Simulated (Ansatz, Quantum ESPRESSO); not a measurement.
# Band edges of 1T-PtS2, 1 layer under strain, part 2 of 2

Wanted: deformation of the bands of 1T-PtS2, 1 layer, driven from Python.

Quantum ESPRESSO 7.5; plane-wave DFT, PBE, GBRV ultrasoft pseudopotentials; geometry by Ansatz 0.2.0 with PAW datasets.

So far: Set-up; Relaxation with Ansatz.

### Step 3. Running the series

Under ESM bc1 levels count from the vacuum, or from the mean of the two vacuum levels where the sheet has a dipole, so band edges at unlike strains can be compared.

Level of this step: plane-wave DFT, PBE, GBRV ultrasoft pseudopotentials (Quantum ESPRESSO 7.5).

run.py

```python
import json
import numpy as np
from ase import Atoms
from ase.calculators.espresso import Espresso, EspressoProfile

profile = EspressoProfile(command='mpirun -n 2 pw.x -nk 2', pseudo_dir='../pseudo')
pseudopotentials = {'Pt': 'pt_pbe_v1.4.uspp.F.UPF', 'S': 's_pbe_v1.4.uspp.F.UPF'}
system = {'ecutwfc': 40, 'ecutrho': 200, 'occupations': 'smearing', 'smearing': 'fd', 'degauss': 0.002}


def calculator(name, kpts, **extra):
    data = dict(control=dict(tprnfor=True, verbosity='high', disk_io='none'),
                system=system | extra,
                electrons=dict(conv_thr=1e-09, mixing_beta=0.4, mixing_mode='plain',
                               electron_maxstep=100))
    return Espresso(profile=profile, directory=name, pseudopotentials=pseudopotentials, kpts=kpts, input_data=data)


def centre(atoms):
    z = atoms.positions[:, 2]
    atoms.positions[:, 2] -= (z.max() + z.min()) / 2  # ESM wants the slab about z = 0
    return atoms

sheet = Atoms(
    ['S', 'Pt', 'S'],
    scaled_positions=[
        [0.6666666667, 0.3333333333, 0.4277415537],
        [0.0000000000, 0.0000000000, 0.5000000020],
        [0.3333333333, 0.6666666667, 0.5722584443]],
    cell=[
        [3.573817430482, 0.000000000000, 0.000000000000],
        [-1.786908715241, 3.095016683285, 0.000000000000],
        [0.000000000000, 0.000000000000, 17.014086393400]],
    pbc=True)

rows = []
for strain in [-0.03, -0.015, 0.0, 0.015, 0.03]:
    atoms = sheet.copy()
    atoms.set_cell(sheet.cell.array * [[1 + strain], [1 + strain], [1]], scale_atoms=True)
    atoms = centre(atoms)
    atoms.calc = calculator(f's{strain:+.3f}', (12, 12, 1), assume_isolated='esm', esm_bc='bc1', nbnd=18)
    energy = atoms.get_potential_energy()
    levels = np.array([atoms.calc.get_eigenvalues(kpt=i) for i in range(len(atoms.calc.get_ibz_k_points()))])
    top, bottom = levels[:, 13].max(), levels[:, 14].min()
    direct = (levels[:, 14] - levels[:, 13]).min()
    rows.append([strain, energy, top, bottom, direct])
    print(f'strain {strain:+.3f}: E = {energy:.5f} eV, valence top {top:.3f}, conduction bottom {bottom:.3f}, '
          f'gap {bottom - top:.3f}, least direct gap {direct:.3f} eV')

x, energy, top, bottom, direct = np.array(rows).T
area = np.linalg.norm(np.cross(*sheet.cell[:2]))
stiffness = np.polyfit(x, energy, 2)[0] / area * 16.0218  # C11 + C12, heights clamped
print(f'valence and conduction edges move by {np.polyfit(x, top, 1)[0]:.2f} and {np.polyfit(x, bottom, 1)[0]:.2f} eV per unit biaxial strain')
print(f'C11 + C12 with clamped heights: {stiffness:.1f} N/m')
json.dump(dict(rows=rows, stiffness=stiffness), open('result.json', 'w'))
```

On the command line:

```
$ OMP_NUM_THREADS=1 python run.py
```

What it wrote:

```text
strain -0.030: E = -3523.36935 eV, valence top -6.319, conduction bottom -4.393, gap 1.926, least direct gap 2.098 eV
strain -0.015: E = -3523.46195 eV, valence top -6.343, conduction bottom -4.491, gap 1.853, least direct gap 2.008 eV
strain +0.000: E = -3523.49057 eV, valence top -6.358, conduction bottom -4.589, gap 1.769, least direct gap 1.911 eV
strain +0.015: E = -3523.46272 eV, valence top -6.372, conduction bottom -4.686, gap 1.685, least direct gap 1.811 eV
strain +0.030: E = -3523.38541 eV, valence top -6.383, conduction bottom -4.782, gap 1.601, least direct gap 1.709 eV
valence and conduction edges move by -1.05 and -6.50 eV per unit biaxial strain
C11 + C12 with clamped heights: 182.2 N/m
```

Wall time 5.4 min (2 MPI ranks of Arm Neoverse V1, shared host); peak memory 0.4 GiB; 11 min of CPU time.

The input that ASE wrote for the first run, and its log:

```
&CONTROL
   verbosity        = 'high'
   tprnfor          = .true.
   disk_io          = 'none'
   pseudo_dir       = '../pseudo'
/
&SYSTEM
   nbnd             = 18
   ecutwfc          = 40
   ecutrho          = 200
   occupations      = 'smearing'
   degauss          = 0.002
   smearing         = 'fd'
   assume_isolated  = 'esm'
   esm_bc           = 'bc1'
   ntyp             = 2
   nat              = 3
   ibrav            = 0
/
&ELECTRONS
   electron_maxstep = 100
   conv_thr         = 1e-09
   mixing_mode      = 'plain'
   mixing_beta      = 0.4
/
&IONS
/
&CELL
/
&FCP
/
&RISM
/
ATOMIC_SPECIES
S 32.06 s_pbe_v1.4.uspp.F.UPF
Pt 195.084 pt_pbe_v1.4.uspp.F.UPF

K_POINTS automatic
12 12 1  0 0 0

CELL_PARAMETERS angstrom
3.46660290756754 0.00000000000000 0.00000000000000
-1.73330145378377 3.00216618278645 0.00000000000000
0.00000000000000 0.00000000000000 17.01408639340000

ATOMIC_POSITIONS angstrom
S 1.7333014540 1.0007220608 -1.2294114310  
Pt 0.0000000000 0.0000000000 0.0000000510  
S -0.0000000002 2.0014441220 1.2294114310
```

```text
Program PWSCF v.7.5 starts
[citation notice left out]

     Parallel version (MPI & OpenMP), running on       2 processor cores
     Number of MPI processes:                 2
     Threads/MPI process:                     1

     MPI processes distributed on     1 nodes
[... 1 line left out ...]

Warning: card &CELL ignored
Warning: card &FCP ignored
Warning: card &RISM ignored

     Current dimensions of program PWSCF are:
     Max number of different atomic species (ntypx) = 10
     Max number of k-points (npk) =  40000
     Max angular momentum in pseudopotentials (lmaxx) =  4
     Message from routine setup:
     using ibrav=0 with symmetry is DISCOURAGED, use correct ibrav instead

     K-points division:     npool     =       2
     Subspace diagonalization in iterative solution of the eigenvalue problem:
     a serial algorithm will be used

     G-vector sticks info
     --------------------
     sticks:   dense  smooth     PW     G-vecs:    dense   smooth      PW
     Sum         595     475    151                57103    40779    6893

     Using Slab Decomposition

     bravais-lattice index     =            0
     lattice parameter (alat)  =       6.5509  a.u.
     unit-cell volume          =    1194.9344 (a.u.)^3
     number of atoms/cell      =            3
     number of atomic types    =            2
     number of electrons       =        28.00
     number of Kohn-Sham states=           18
     kinetic-energy cutoff     =      40.0000  Ry
     charge density cutoff     =     200.0000  Ry
     scf convergence threshold =      1.0E-09
     mixing beta               =       0.4000
     number of iterations used =            8  plain     mixing
     Exchange-correlation=  SLA  PW   PBX  PBC
                           (   1   4   3   4   0   0   0)

     Effective Screening Medium Method
     =================================
     Boundary Conditions: Vacuum-Slab-Vacuum
     total charge in unit cell        =   0.0000
     grid points for fit at edges     =        4

[... 10 lines left out ...]
     PseudoPot. # 1 for S  read from file:
     ../pseudo/s_pbe_v1.4.uspp.F.UPF
     Pseudo is Ultrasoft + core correction, Zval =  6.0
     Generated by new atomic code, or converted to UPF format
     Using radial grid of  907 points,  6 beta functions with:
                l(1) =   0
                l(2) =   0
                l(3) =   1
                l(4) =   1
                l(5) =   2
                l(6) =   2
     Q(r) pseudized with  8 coefficients,  rinner =    1.300   1.300   1.300
                                                       1.300   1.300

     PseudoPot. # 2 for Pt read from file:
     ../pseudo/pt_pbe_v1.4.uspp.F.UPF
     Pseudo is Ultrasoft + core correction, Zval = 16.0
     Generated by new atomic code, or converted to UPF format
     Using radial grid of  985 points,  6 beta functions with:
                l(1) =   0
[... 689 lines left out ...]

          k = 0.0000 0.0000 0.0000 (  5177 PWs)   bands (ev):

   -59.3080 -59.3080 -59.2433 -20.8045 -18.3495 -12.2463 -12.2463 -11.9623
    -9.4530  -9.4530  -7.1743  -7.1409  -6.5332  -6.5332  -2.8332  -2.8332
    -0.9296  -0.6340

     occupation numbers
     1.0000   1.0000   1.0000   1.0000   1.0000   1.0000   1.0000   1.0000
     1.0000   1.0000   1.0000   1.0000   1.0000   1.0000   0.0000   0.0000
     0.0000   0.0000

[... 144 lines left out ...]

     the Fermi energy is    -5.3266 ev

!    total energy              =    -258.96289360 Ry
     estimated scf accuracy    <          5.5E-10 Ry
     smearing contrib. (-TS)   =      -0.00000000 Ry
     internal energy E=F+TS    =    -258.96289360 Ry

     The total energy is F=E-TS. E is the sum of the following terms:
     one-electron contribution =     493.59524509 Ry
     hartree contribution      =    -248.50722976 Ry
     xc contribution           =     -73.85115578 Ry
     ewald contribution        =    -430.19975315 Ry

     convergence has been achieved in  33 iterations

     negative rho (up, down):  1.729E-01 0.000E+00

     Forces acting on atoms (cartesian axes, Ry/au):

     atom    1 type  1   force =     0.00000000    0.00000000   -0.03293956
     atom    2 type  2   force =    -0.00000000   -0.00000000    0.00000000
     atom    3 type  1   force =    -0.00000000   -0.00000000    0.03293956
     The non-local contrib.  to forces
     atom    1 type  1   force =    -0.00000000    0.00000000    0.38267854
     atom    2 type  2   force =     0.00000000    0.00000000    0.00000000
     atom    3 type  1   force =     0.00000000   -0.00000000   -0.38267854
     The ionic contribution  to forces
     atom    1 type  1   force =    -0.00000000    0.00000000  -38.56603277
     atom    2 type  2   force =     0.00000000    0.00000000    0.00000106
     atom    3 type  1   force =     0.00000000   -0.00000000   38.56603172
     The local contribution  to forces
     atom    1 type  1   force =    -0.00000000    0.00000000   38.17101949
     atom    2 type  2   force =    -0.00000000   -0.00000000   -0.00000349
     atom    3 type  1   force =     0.00000000   -0.00000000  -38.17101132
     The core correction contribution to forces
     atom    1 type  1   force =     0.00000000   -0.00000000   -0.02055041
     atom    2 type  2   force =    -0.00000000   -0.00000000    0.00000034
     atom    3 type  1   force =    -0.00000000    0.00000000    0.02055041
     The Hubbard contrib.    to forces
     atom    1 type  1   force =     0.00000000    0.00000000    0.00000000
     atom    2 type  2   force =     0.00000000    0.00000000    0.00000000
     atom    3 type  1   force =     0.00000000    0.00000000    0.00000000
     The SCF correction term to forces
     atom    1 type  1   force =    -0.00000000   -0.00000000   -0.00005086
     atom    2 type  2   force =    -0.00000000   -0.00000000    0.00000000
     atom    3 type  1   force =    -0.00000000   -0.00000000    0.00005086

     Total force =     0.046584     Total SCF correction =     0.000072
     Message from routine punch:
     Nothing written, as per user request (disk_io='none')

[... 1 line left out ...]

[... 1 line left out ...]

[... 1 line left out ...]

[... 3 lines left out ...]

[... 1 line left out ...]

[... 2 lines left out ...]

[... 1 line left out ...]

[... 1 line left out ...]

=------------------------------------------------------------------------------=
   JOB DONE.
=------------------------------------------------------------------------------=
```

This step gave:

```
biaxial stiffness : 182.2 N/m
```

Table of band edge from the vacuum level by biaxial strain:

```
biaxial strain (%)  valence top (eV)  conduction bottom (eV)
             -3.00             -6.32                   -4.39
             -1.50             -6.34                   -4.49
              0.00             -6.36                   -4.59
              1.50             -6.37                   -4.69
              3.00             -6.38                   -4.78
```

Gap against biaxial strain:

```
biaxial strain (%)  on the mesh (eV)  least direct (eV)
             -3.00              1.93               2.10
             -1.50              1.85               2.01
              0.00              1.77               1.91
              1.50              1.69               1.81
              3.00              1.60               1.71
```

The energy over the lowest by biaxial strain:

```
biaxial strain (%)  energy over the lowest (meV)
             -3.00                           121
             -1.50                          28.6
              0.00                             0
              1.50                          27.8
              3.00                           105
```

### Step 4. The script: vdW-DF-cx, GBRV ultrasoft

Level of this step: plane-wave DFT, vdW-DF-cx, GBRV ultrasoft pseudopotentials made under PBE (Quantum ESPRESSO 7.5). input_dft overrides the functional of the files.

run.py, as its differences from the input of step 3:

```diff
@@ -7,3 +7,3 @@
 pseudopotentials = {'Pt': 'pt_pbe_v1.4.uspp.F.UPF', 'S': 's_pbe_v1.4.uspp.F.UPF'}
-system = {'ecutwfc': 40, 'ecutrho': 200, 'occupations': 'smearing', 'smearing': 'fd', 'degauss': 0.002}
+system = {'ecutwfc': 40, 'ecutrho': 200, 'input_dft': 'vdw-df-cx', 'occupations': 'smearing', 'smearing': 'fd', 'degauss': 0.002}
```

On the command line:

```
$ OMP_NUM_THREADS=1 python run.py
```

What it wrote:

```text
strain -0.030: E = -3518.44089 eV, valence top -6.436, conduction bottom -4.534, gap 1.902, least direct gap 2.078 eV
strain -0.015: E = -3518.49381 eV, valence top -6.452, conduction bottom -4.630, gap 1.823, least direct gap 1.986 eV
strain +0.000: E = -3518.48394 eV, valence top -6.465, conduction bottom -4.725, gap 1.740, least direct gap 1.887 eV
strain +0.015: E = -3518.41914 eV, valence top -6.476, conduction bottom -4.819, gap 1.657, least direct gap 1.786 eV
strain +0.030: E = -3518.30617 eV, valence top -6.486, conduction bottom -4.913, gap 1.573, least direct gap 1.683 eV
valence and conduction edges move by -0.83 and -6.32 eV per unit biaxial strain
C11 + C12 with clamped heights: 177.8 N/m
```

Elapsed: 8.5 min, on 2 MPI ranks; peak memory 0.43 GiB; 17 min of CPU time.

Read from the output:

```
biaxial stiffness : 177.8 N/m
```

The band edge from the vacuum level by biaxial strain:

```
biaxial strain (%)  valence top (eV)  conduction bottom (eV)
             -3.00             -6.44                   -4.53
             -1.50             -6.45                   -4.63
              0.00             -6.46                   -4.73
              1.50             -6.48                   -4.82
              3.00             -6.49                   -4.91
```

Table of gap by biaxial strain:

```
biaxial strain (%)  on the mesh (eV)  least direct (eV)
             -3.00              1.90               2.08
             -1.50              1.82               1.99
              0.00              1.74               1.89
              1.50              1.66               1.79
              3.00              1.57               1.68
```

Energy over the lowest against biaxial strain:

```
biaxial strain (%)  energy over the lowest (meV)
             -3.00                          52.9
             -1.50                             0
              0.00                          9.87
              1.50                          74.7
              3.00                           188
```

### Step 5. The script, with ecutwfc = 10

Another try, with an input changed as a hurried user might.

Level of this step: plane-wave DFT, PBE, GBRV ultrasoft pseudopotentials (Quantum ESPRESSO 7.5).

run.py, as its differences from the input of step 3:

```diff
@@ -7,3 +7,3 @@
 pseudopotentials = {'Pt': 'pt_pbe_v1.4.uspp.F.UPF', 'S': 's_pbe_v1.4.uspp.F.UPF'}
-system = {'ecutwfc': 40, 'ecutrho': 200, 'occupations': 'smearing', 'smearing': 'fd', 'degauss': 0.002}
+system = {'ecutwfc': 10, 'ecutrho': 200, 'occupations': 'smearing', 'smearing': 'fd', 'degauss': 0.002}
 
@@ -14,3 +14,3 @@
                 electrons=dict(conv_thr=1e-09, mixing_beta=0.4, mixing_mode='plain',
-                               electron_maxstep=100))
+                               electron_maxstep=60))
     return Espresso(profile=profile, directory=name, pseudopotentials=pseudopotentials, kpts=kpts, input_data=data)
@@ -36,3 +36,3 @@
 rows = []
-for strain in [-0.03, -0.015, 0.0, 0.015, 0.03]:
+for strain in [-0.03, -0.015, 0.0]:
     atoms = sheet.copy()
```

On the command line:

```
$ OMP_NUM_THREADS=1 python run.py
```

What it wrote:

```text
strain -0.030: E = -3365.38688 eV, valence top -7.457, conduction bottom -5.224, gap 2.233, least direct gap 2.369 eV
strain -0.015: E = -3365.59515 eV, valence top -7.485, conduction bottom -5.311, gap 2.173, least direct gap 2.308 eV
strain +0.000: E = -3365.81845 eV, valence top -7.482, conduction bottom -5.645, gap 1.837, least direct gap 2.006 eV
valence and conduction edges move by -0.84 and -14.02 eV per unit biaxial strain
C11 + C12 with clamped heights: -48.4 N/m
```

The job ended after 39 s (2 MPI ranks; peak memory 0.3 GiB; 75 s of CPU time).

The run finished, but its numbers are not taken as the system's. The fault: a cutoff far too low.

Beside the run it was changed from:

```
               quantity  this run  unchanged run  difference
biaxial stiffness (N/m)    -48.41          182.2        -231
          wall time (s)        39            326            
         SCF iterations        49            112
```

The changed run covers the first three points of the series alone, which enters its fits and its time.

The physical values in this table move by up to 1.3e+02 %.

### Step 6. Worked from the printed numbers

Under equal strain ε in the plane, E = A (C11 + C12) ε². From the points at ±1.5 %: d²E/dε² = (28.62 + 27.85 − 2 × 0.00) meV / 0.015² = 251 eV, and 251/(2 × 11.061 Å²) × 16.02 = 182 N/m.

### Step 7. Results

- C11 + C12, heights clamped, PBE, GBRV ultrasoft: 182 N/m
- gap on the mesh at zero strain, PBE, GBRV ultrasoft: 1.77 eV
- valence top below the vacuum at zero strain, PBE, GBRV ultrasoft: 6.36 eV
- shift of the valence top per unit biaxial strain, PBE, GBRV ultrasoft: -1.1 eV
- shift of the conduction bottom per unit biaxial strain, PBE, GBRV ultrasoft: -6.5 eV
- C11 + C12, heights clamped, vdW-DF-cx, GBRV ultrasoft (made under PBE): 178 N/m
- gap on the mesh at zero strain, vdW-DF-cx, GBRV ultrasoft (made under PBE): 1.74 eV
- valence top below the vacuum at zero strain, vdW-DF-cx, GBRV ultrasoft (made under PBE): 6.46 eV
- shift of the valence top per unit biaxial strain, vdW-DF-cx, GBRV ultrasoft (made under PBE): -0.8 eV
- shift of the conduction bottom per unit biaxial strain, vdW-DF-cx, GBRV ultrasoft (made under PBE): -6.3 eV

In words: The sheet's biaxial stiffness comes to 182 N/m and its gap at zero strain to 1.77 eV (PBE, GBRV ultrasoft). From −3 % to +3 % the gap on the mesh goes from 1.93 to 1.60 eV; it is indirect at every strain. Heights are clamped under strain, which makes a sheet with several atomic planes too stiff. Zero strain is the PBE cell; under vdW-DF-cx the energy is lowest near -0.9 %, so its stiffness is taken away from its own minimum. Semilocal gaps are too small. Spin-orbit coupling is left out; depending on the atoms that carry the levels of interest, it can split and shift them by tenths of an eV to an eV or more.

[Logs are printed without paths, hosts, clocks, repeated set-up lines and the standing remarks that a program may print on its own settings, such as how far it seeks lower states.]

[Hosts, paths, dates, database ids (printed as entryN), source tags and the programs' standing remarks are cut or masked in the printed files.]

[Maps of the electrostatic potential energy from Ansatz leave out the sawtooth potential of an applied field or a dipole correction, so their vacuum need not be flat; planar profiles and work functions include it.]
